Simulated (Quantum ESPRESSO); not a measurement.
# Ba2FeMoO6: which magnetic order is lowest, part 2 of 3

Does Ba2FeMoO6 prefer parallel or opposed moments?

Quantum ESPRESSO 7.5; LDA; plane waves with GBRV 1.5 LDA potentials, no spin-orbit coupling.

So far, absolute magnetization (μB): step 2 (run 1 (ferro ++)) 4.61.

**3. Start 2: ferri +−**

pw.in

```
&CONTROL
  calculation = 'scf'
  prefix = 'pwscf'
  outdir = './tmp'
  pseudo_dir = './pseudo'
  disk_io = 'nowf'
/
&SYSTEM
  ibrav = 0
  celldm(1) = 8
  nat = 10
  ntyp = 4
  ecutwfc = 40
  ecutrho = 280
  nbnd = 58
  occupations = 'smearing'
  smearing = 'fd'
  degauss = 0.00367493
  nspin = 2
  starting_magnetization(1) = 0
  starting_magnetization(2) = 0.25
  starting_magnetization(3) = -0.1429
  starting_magnetization(4) = 0
/
&ELECTRONS
  conv_thr = 2d-08
  electron_maxstep = 150
  mixing_beta = 0.3
/
ATOMIC_SPECIES
Ba    137.3270 ba_lda_v1.uspp.F.UPF
Fe     55.8450 fe_lda_v1.5.uspp.F.UPF
Mo     95.9500 mo_lda_v1.uspp.F.UPF
O      15.9990 o_lda_v1.2.uspp.F.UPF
CELL_PARAMETERS alat
   0.0000000000000    0.9530125062253    0.9530125062253
   0.9530125062253    0.0000000000000    0.9530125062253
   0.9530125062253    0.9530125062253    0.0000000000000
ATOMIC_POSITIONS crystal
Ba      0.2500000000    0.2500000000    0.2500000000
Ba      0.7500000000    0.7500000000    0.7500000000
Fe      0.5000000000    0.5000000000    0.5000000000
Mo      0.0000000000    0.0000000000    0.0000000000
O       0.7568000000    0.2432000000    0.2432000000
O       0.2432000000    0.7568000000    0.2432000000
O       0.2432000000    0.7568000000    0.7568000000
O       0.7568000000    0.2432000000    0.7568000000
O       0.2432000000    0.2432000000    0.7568000000
O       0.7568000000    0.7568000000    0.2432000000
K_POINTS automatic
4 4 4 0 0 0
```

On the command line:

```console
> OMP_NUM_THREADS=1 mpirun -n 4 pw.x -nk 4 -in pw.in > pw.out
```

The log of the run:

```text
[banner, memory and clock lines left out]
Program PWSCF v.7.5 starts

     Message from routine setup:
     using ibrav=0 with symmetry is DISCOURAGED, use correct ibrav instead

     bravais-lattice index     =            0
     lattice parameter (alat)  =       8.0000  a.u.
     unit-cell volume          =     886.3306 (a.u.)^3
     number of atoms/cell      =           10
     number of atomic types    =            4
     number of electrons       =        86.00
     number of Kohn-Sham states=           58
     kinetic-energy cutoff     =      40.0000  Ry
     charge density cutoff     =     280.0000  Ry
     scf convergence threshold =      2.0E-08
     mixing beta               =       0.3000
     number of iterations used =            8  plain     mixing
     Exchange-correlation= SLA  PZ   NOGX NOGC
                           (   1   1   0   0   0   0   0)

     celldm(1)=   8.000000  celldm(2)=   0.000000  celldm(3)=   0.000000
     celldm(4)=   0.000000  celldm(5)=   0.000000  celldm(6)=   0.000000

     crystal axes: (cart. coord. in units of alat)
               a(1) = (   0.000000   0.953013   0.953013 )
               a(2) = (   0.953013   0.000000   0.953013 )
               a(3) = (   0.953013   0.953013   0.000000 )

     reciprocal axes: (cart. coord. in units 2 pi/alat)
               b(1) = ( -0.524652  0.524652  0.524652 )
               b(2) = (  0.524652 -0.524652  0.524652 )
               b(3) = (  0.524652  0.524652 -0.524652 )

     PseudoPot. # 1 for Ba read from file:
     ba_lda_v1.uspp.F.UPF
     Pseudo is Ultrasoft + core correction, Zval = 10.0

     PseudoPot. # 2 for Fe read from file:
     fe_lda_v1.5.uspp.F.UPF
     Pseudo is Ultrasoft + core correction, Zval = 16.0

     PseudoPot. # 3 for Mo read from file:
     mo_lda_v1.uspp.F.UPF
     Pseudo is Ultrasoft + core correction, Zval = 14.0

     PseudoPot. # 4 for O  read from file:
     o_lda_v1.2.uspp.F.UPF
     Pseudo is Ultrasoft + core correction, Zval =  6.0

     atomic species   valence    mass     pseudopotential
     Ba               10.00   137.32700     Ba( 1.00)
     Fe               16.00    55.84500     Fe( 1.00)
     Mo               14.00    95.95000     Mo( 1.00)
     O                 6.00    15.99900     O ( 1.00)

     Starting magnetic structure
     atomic species   magnetization
     Ba              0.000
     Fe              0.250
     Mo             -0.143
     O               0.000

     48 Sym. Ops., with inversion, found

   Cartesian axes

     site n.     atom                  positions (alat units)
         1        Ba     tau(   1) = (   0.4765063   0.4765063   0.4765063  )
         2        Ba     tau(   2) = (   1.4295188   1.4295188   1.4295188  )
         3        Fe     tau(   3) = (   0.9530125   0.9530125   0.9530125  )
         4        Mo     tau(   4) = (   0.0000000   0.0000000   0.0000000  )
         5        O      tau(   5) = (   0.4635453   0.9530125   0.9530125  )
         6        O      tau(   6) = (   0.9530125   0.4635453   0.9530125  )
         7        O      tau(   7) = (   1.4424797   0.9530125   0.9530125  )
         8        O      tau(   8) = (   0.9530125   1.4424797   0.9530125  )
         9        O      tau(   9) = (   0.9530125   0.9530125   0.4635453  )
        10        O      tau(  10) = (   0.9530125   0.9530125   1.4424797  )

     number of k points=     8  Fermi-Dirac smearing, width (Ry)=  0.0037
                       cart. coord. in units 2pi/alat
        k(    1) = (   0.0000000   0.0000000   0.0000000), wk =   0.0156250
        k(    2) = (   0.1311630   0.1311630  -0.1311630), wk =   0.1250000
        k(    3) = (  -0.2623260  -0.2623260   0.2623260), wk =   0.0625000
        k(    4) = (   0.2623260   0.0000000   0.0000000), wk =   0.0937500
        k(    5) = (  -0.1311630  -0.3934891   0.3934891), wk =   0.3750000
        k(    6) = (   0.0000000  -0.2623260   0.2623260), wk =   0.1875000
        k(    7) = (  -0.5246521   0.0000000   0.0000000), wk =   0.0468750
        k(    8) = (  -0.5246521   0.2623260   0.0000000), wk =   0.0937500

     Dense  grid:    70049 G-vectors     FFT dimensions: (  60,  60,  60)

     Smooth grid:    30395 G-vectors     FFT dimensions: (  45,  45,  45)

     Check: negative core charge=   -0.000012
     Generating pointlists ...
     new r_m :   0.2780 (alat units)  2.2242 (a.u.) for type    1
     new r_m :   0.2019 (alat units)  1.6152 (a.u.) for type    2
     new r_m :   0.1912 (alat units)  1.5297 (a.u.) for type    3
     new r_m :   0.1912 (alat units)  1.5297 (a.u.) for type    4

     Initial potential from superposition of free atoms

     starting charge      84.9737, renormalised to      86.0000

     negative rho (up, down):  9.859E-02 9.850E-02
     Starting wfcs are   76 randomized atomic wfcs

     Self-consistent Calculation

     iteration #  1     ecut=    40.00 Ry     beta= 0.30
     Davidson diagonalization with overlap
     ethr =  1.00E-02,  avg # of iterations =  2.0

     negative rho (up, down):  9.603E-02 9.590E-02

     total energy              =    -723.82977197 Ry
     estimated scf accuracy    <       4.78412428 Ry

     total magnetization       =     3.98 Bohr mag/cell
     absolute magnetization    =     4.07 Bohr mag/cell

     iteration #  2     ecut=    40.00 Ry     beta= 0.30
     Davidson diagonalization with overlap
     ethr =  5.56E-03,  avg # of iterations =  3.1

     negative rho (up, down):  9.535E-02 9.525E-02

     total energy              =    -722.33067919 Ry
     estimated scf accuracy    <      25.79009044 Ry

     total magnetization       =     0.00 Bohr mag/cell
     absolute magnetization    =     1.02 Bohr mag/cell

     [... further iterations left out ...]

     iteration # 13     ecut=    40.00 Ry     beta= 0.30
     Davidson diagonalization with overlap
     ethr =  4.34E-09,  avg # of iterations =  1.4

     negative rho (up, down):  8.971E-02 8.941E-02

     total energy              =    -725.10491118 Ry
     estimated scf accuracy    <       0.00000071 Ry

     total magnetization       =     4.00 Bohr mag/cell
     absolute magnetization    =     4.61 Bohr mag/cell

     iteration # 14     ecut=    40.00 Ry     beta= 0.30
     Davidson diagonalization with overlap
     ethr =  8.30E-10,  avg # of iterations =  1.1

     negative rho (up, down):  8.971E-02 8.941E-02

     Magnetic moment per site  (integrated on atomic sphere of radius R)
     atom   1 (R=0.278)  charge=  6.8999  magn= -0.0050
     atom   2 (R=0.278)  charge=  6.8999  magn= -0.0050
     atom   3 (R=0.202)  charge= 13.2892  magn=  3.5102
     atom   4 (R=0.191)  charge=  8.8765  magn= -0.1536
     atom   5 (R=0.191)  charge=  5.3668  magn=  0.0844
     atom   6 (R=0.191)  charge=  5.3668  magn=  0.0844
     atom   7 (R=0.191)  charge=  5.3668  magn=  0.0844
     atom   8 (R=0.191)  charge=  5.3668  magn=  0.0844
     atom   9 (R=0.191)  charge=  5.3668  magn=  0.0844
     atom  10 (R=0.191)  charge=  5.3668  magn=  0.0844

     End of self-consistent calculation

     [... lines left out ...]
     the Fermi energy is    12.2281 ev

!    total energy              =    -725.10491126 Ry
     estimated scf accuracy    <       0.00000001 Ry
     smearing contrib. (-TS)   =      -0.00083709 Ry
     internal energy E=F+TS    =    -725.10407417 Ry

     The total energy is F=E-TS. E is the sum of the following terms:
     one-electron contribution =    -282.54883148 Ry
     hartree contribution      =     191.89168897 Ry
     xc contribution           =    -146.86524731 Ry
     ewald contribution        =    -487.58168434 Ry

     total magnetization       =     4.00 Bohr mag/cell
     absolute magnetization    =     4.61 Bohr mag/cell

     convergence has been achieved in  14 iterations
```

Elapsed: 34 s, on 4 MPI ranks of Arm Neoverse V2, shared host; peak memory 0.81 GiB; 2.2 min of CPU time.

Spin moment in the atom's sphere by atom:

```csv
atom,spin moment in the atom's sphere (μB)
Ba1,-0.01
Ba2,-0.01
Fe3,3.51
Mo4,-0.15
O5,0.08
O6,0.08
O7,0.08
O8,0.08
O9,0.08
O10,0.08
```

Numbers from this step:

- smearing term TS: 0.01139 eV
- magnetization: 4 μB
- absolute magnetization: 4.612 μB
- final state: ferrimagnetic

**4. Ranking**

An order is kept where moments of 0.15 μB or more survive with the typed signs; meshes match where a doubled cell samples the same k points as the first cell.

Ferrimagnetic means that a moment over 0.15 μB on a transition or rare-earth metal, induced ones included, opposes the net moment. Orders:

| start | final state | typed order kept | energy over the lowest (meV a seeded atom) | largest site moment (μB) | net moment (μB a cell of the first run) | mesh matched | CPU time (s) |
| --- | --- | --- | --- | --- | --- | --- | --- |
| ferro ++ | ferrimagnetic | no | 0 | 3.51 | 4 | yes | 146.2 |
| ferri +- | ferrimagnetic | yes | 0 | 3.51 | 4 | yes | 135 |

**5. The lowest state again, with its states saved**

pw.in: that of step 3 with these lines changed.

```diff
@@ -5,3 +5,3 @@
   pseudo_dir = './pseudo'
-  disk_io = 'nowf'
+  disk_io = 'low'
 /
@@ -14,3 +14,3 @@
   ecutrho = 280
-  nbnd = 58
+  nbnd = 62
   occupations = 'smearing'
```

The log of the run:

```text
     [... lines left out ...]
Program PWSCF v.7.5 starts
     [... lines left out ...]
     number of atoms/cell      =           10
     [... lines left out ...]
     number of electrons       =        86.00
     number of Kohn-Sham states=           62
     kinetic-energy cutoff     =      40.0000  Ry
     charge density cutoff     =     280.0000  Ry
     scf convergence threshold =      2.0E-08
     [... lines left out ...]
     48 Sym. Ops., with inversion, found
     [... lines left out ...]
     number of k points=     8  Fermi-Dirac smearing, width (Ry)=  0.0037
     [... lines left out ...]
     iteration # 14     ecut=    40.00 Ry     beta= 0.30
     [... lines left out ...]
     Magnetic moment per site  (integrated on atomic sphere of radius R)
     atom   1 (R=0.278)  charge=  6.8999  magn= -0.0050
     atom   2 (R=0.278)  charge=  6.8999  magn= -0.0050
     atom   3 (R=0.202)  charge= 13.2892  magn=  3.5102
     atom   4 (R=0.191)  charge=  8.8765  magn= -0.1536
     atom   5 (R=0.191)  charge=  5.3668  magn=  0.0843
     atom   6 (R=0.191)  charge=  5.3668  magn=  0.0843
     atom   7 (R=0.191)  charge=  5.3668  magn=  0.0843
     atom   8 (R=0.191)  charge=  5.3668  magn=  0.0843
     atom   9 (R=0.191)  charge=  5.3668  magn=  0.0843
     atom  10 (R=0.191)  charge=  5.3668  magn=  0.0843
     [... lines left out ...]
     the Fermi energy is    12.2280 ev
!    total energy              =    -725.10491126 Ry
     estimated scf accuracy    <          5.6E-09 Ry
     smearing contrib. (-TS)   =      -0.00083711 Ry
     [... lines left out ...]
     total magnetization       =     4.00 Bohr mag/cell
     absolute magnetization    =     4.61 Bohr mag/cell
     convergence has been achieved in  14 iterations
```

The job ended after 35 s (4 MPI ranks; peak memory 0.97 GiB).

Read from the output:

```yaml
smearing_term_ts: 0.01139 eV
magnetization: 4 μB
absolute_magnetization: 4.612 μB
final_state: ferrimagnetic
largest_moment: 3.510 μB
```

(Part 2 of 3 ends here.)

[Logs and program files are shortened in this print: banners, set-up blocks, solver, clock and traceback lines can be left out without a mark of their own.]

[Logs are printed without paths, hosts, clocks, repeated set-up lines and the standing remarks that a program may print on its own settings, such as how far it seeks lower states.]

[Hosts, paths, dates, database ids (printed as entryN), source tags and the programs' standing remarks are cut or masked in the printed files.]

[Where a cell is said to come from a database of computed structures, the database is the Materials Project.]
